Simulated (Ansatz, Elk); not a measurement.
# Bonding as seen by X-rays: SnCl3, part 2 of 2

The structure of SnCl3 used here is made up (a known structure type with other elements) and was relaxed beforehand with r2SCAN. The aim is the Fourier transform of its all-electron density, F(hkl), set beside the sum over free spherical atoms that refinements use.

Elk 11.2.3 (patched build); all-electron DFT.

So far: The structure; Ground state and structure factors; The highest occupied states alone.

The structure was built from a prototype and need not be the compound's stable phase.

**4. Another functional**

Level of this step: DFT, PBEsol, all-electron APW+lo, Dirac cores, scalar-relativistic bands, static density, no spin (Elk).

The difference from free atoms is small, so it is set against the change that PBEsol makes.

Input file elk.in:

```
tasks
  0
  195

xctype
  22

spinpol
  .false.

rgkmax
  7.0

gmaxvr
  14.0

lmaxo
  7

lmaxapw
  8

swidth
  0.002

tshift
  .false.

ramdisk
  .false.

hmaxvr
  5.5

maxscl
  120

epspot
  1e-06

sppath
  './'

avec
  9.76658459158 -0.00000000000 -0.00000000000
  -0.00000000000 9.76658459158 -0.00000000000
  0.00000000000 -0.00000000000 9.76658459158

atoms
  2
  'Sn.in'
  1
  -0.0000000000 -0.0000000000 -0.0000000000   0.000000 0.000000 0.000000
  'Cl.in'
  3
  -0.0000000000 0.5000000000 0.0000000000   0.000000 0.000000 0.000000
  -0.0000000000 0.0000000000 0.5000000000   0.000000 0.000000 0.000000
  0.5000000000 0.0000000000 0.0000000000   0.000000 0.000000 0.000000

ngridk
  5 5 5
```

On the command line:

```console
$ OMP_NUM_THREADS=4 elk
```

Numbers of over 12 decimals in the logs are rounded to 6 here.

Log:

```text
┌─────────────────────────┐
│ Elk code version 11.2.3 │
└─────────────────────────┘

All units are atomic (Hartree, Bohr, etc.)

┌─────────────────────────────────────────────────┐
│ Ground-state run starting from atomic densities │
└─────────────────────────────────────────────────┘

Lattice vectors :
   9.766584592      -0.000000000      -0.000000000
  -0.000000000       9.766584592      -0.000000000
   0.000000000      -0.000000000       9.766584592

Reciprocal lattice vectors :
  0.6433349600       0.000000000       0.000000000
[...]
valence                     :    41.00000000
 interstitial                :    6.106663615
 muffin-tins (core leakage)
  species : 1 (Sn)
[...]
species : 2 (Cl)
[...]
atom 2                    :    15.64150822     (  0.1513273984E-04)
   atom 3                    :    15.64150822     (  0.1513273984E-04)
 total in muffin-tins        :    94.89333639
 total calculated charge     :    100.9985583
 total charge                :    101.0000000
 error                       :   0.1441667575E-02

┌──────────────────────────────┐
│ Self-consistent loop stopped │
└──────────────────────────────┘

Wrote STATE.OUT
[key lines of the parts left out:]
total energy                :     -7558.8929229382
```

Run time: 22 s. Hardware: 4 threads of Arm Neoverse V1, shared host; peak memory 0.18 GiB; 40 s of CPU time.

Against the first run R = 0.03 %; the largest change is -0.048 at 200.

**5. A coarser k-mesh**

About half the k-points along each axis test the sampling.

elk.in: that of step 4 with these lines changed.

```diff
@@ -5,3 +5,3 @@
 xctype
-  22
+  20
 
@@ -60,2 +60,2 @@
 ngridk
-  5 5 5
+  2 2 2
```

On the command line:

```console
$ OMP_NUM_THREADS=4 elk
```

Log:

```text
┌─────────────────────────┐
│ Elk code version 11.2.3 │
└─────────────────────────┘

All units are atomic (Hartree, Bohr, etc.)

┌─────────────────────────────────────────────────┐
│ Ground-state run starting from atomic densities │
└─────────────────────────────────────────────────┘

Lattice vectors :
   9.766584592      -0.000000000      -0.000000000
  -0.000000000       9.766584592      -0.000000000
   0.000000000      -0.000000000       9.766584592

Reciprocal lattice vectors :
  0.6433349600       0.000000000       0.000000000
[...]
valence                     :    41.00000000
 interstitial                :    6.051167164
 muffin-tins (core leakage)
  species : 1 (Sn)
[...]
species : 2 (Cl)
[...]
atom 2                    :    15.67420519     (  0.1502696570E-04)
   atom 3                    :    15.67420519     (  0.1502696570E-04)
 total in muffin-tins        :    94.94883284
 total calculated charge     :    100.9985832
 total charge                :    101.0000000
 error                       :   0.1416777135E-02

┌──────────────────────────────┐
│ Self-consistent loop stopped │
└──────────────────────────────┘

Wrote STATE.OUT
[key lines of the parts left out:]
total energy                :     -7563.6895720622
```

It took 19 s on 4 threads; peak memory 0.18 GiB.

Against the first run R = 0.01 %; the largest change is +0.040 at 300.

**6. Basis size**

The basis and the expansions that go with it are enlarged, to see whether the differences are converged.

elk.in: that of step 5 with these lines changed.

```diff
@@ -11,12 +11,12 @@
 rgkmax
-  7.0
+  8.5
 
 gmaxvr
-  14.0
+  18.0
 
 lmaxo
-  7
+  9
 
 lmaxapw
-  8
+  10
 
@@ -60,2 +60,2 @@
 ngridk
-  2 2 2
+  5 5 5
```

On the command line:

```console
$ OMP_NUM_THREADS=4 elk
```

Log:

```text
┌─────────────────────────┐
│ Elk code version 11.2.3 │
└─────────────────────────┘

All units are atomic (Hartree, Bohr, etc.)

┌─────────────────────────────────────────────────┐
│ Ground-state run starting from atomic densities │
└─────────────────────────────────────────────────┘

Lattice vectors :
   9.766584592      -0.000000000      -0.000000000
  -0.000000000       9.766584592      -0.000000000
   0.000000000      -0.000000000       9.766584592

Reciprocal lattice vectors :
  0.6433349600       0.000000000       0.000000000
[...]
valence                     :    41.00000000
 interstitial                :    6.044404292
 muffin-tins (core leakage)
  species : 1 (Sn)
[...]
species : 2 (Cl)
[...]
atom 2                    :    15.66621869     (  0.1501371653E-04)
   atom 3                    :    15.66621869     (  0.1501371653E-04)
 total in muffin-tins        :    94.95559571
 total calculated charge     :    101.0000407
 total charge                :    101.0000000
 error                       :   0.4066042028E-04

┌──────────────────────────────┐
│ Self-consistent loop stopped │
└──────────────────────────────┘

Wrote STATE.OUT
[key lines of the parts left out:]
total energy                :     -7563.6985678450
```

Wall time 58 s (4 threads); peak memory 0.42 GiB.

Against the first run R = 0.01 %; the largest change is -0.009 at 422.

**7. Settings against the effect**

| run | R against the first run (%) | R against neutral atoms, low angle (%) | wall time |
| --- | --- | --- | --- |
| PBE, rgkmax 7 | 0.00 | 0.25 | 22 s |
| PBEsol | 0.03 | 0.24 | 22 s |
| k-mesh 2×2×2 | 0.01 | 0.26 | 19 s |
| rgkmax 8.5 with larger expansions | 0.01 | 0.25 | 58 s |

**8. What came out**

```yaml
r_against_neutral_atoms_sin_theta_lambda_0p3_a_minus1: 0.25 %
r_against_neutral_atoms_0p3_to_0p83_a_minus1: 0.16 %
```

**Reading.** Independent neutral atoms miss the calculated amplitudes by R = 0.25 % below 0.3 Å⁻¹ and 0.16 % from there to 0.83 Å⁻¹; by shells, 0.64 % below 0.15 Å⁻¹ (2 forms), 0.19 % 0.15 to 0.3 (7 forms), 0.24 % 0.3 to 0.45 (13 forms), 0.15 % above 0.45 (73 forms). Bonding, aspherical density and the tables' own atoms all enter these figures, and the runs don't part them. The largest change of an amplitude is -0.39 electrons, at 111. The window's part falls from 24.7 electrons at the origin to at most 0.52 between 0.45 and 0.83 Å⁻¹. Below 0.3 Å⁻¹ the changes that finished (PBEsol, k-mesh 2×2×2 and rgkmax 8.5 with larger expansions) move F by R = 0.04 % at most, against the 0.25 % that separates it from free atoms. The electron count is odd, so without spin the run is a metal by force. Part of the difference isn't bonding: the tables are fits to free atoms and ions calculated by other methods than this functional. Thermal motion, anomalous dispersion and extinction are left out.

[Logs are printed without paths, hosts, clocks, repeated set-up lines and the standing remarks that a program may print on its own settings, such as how far it seeks lower states.]

[Hosts, paths, dates, database ids (printed as entryN), source tags and the programs' standing remarks are cut or masked in the printed files.]
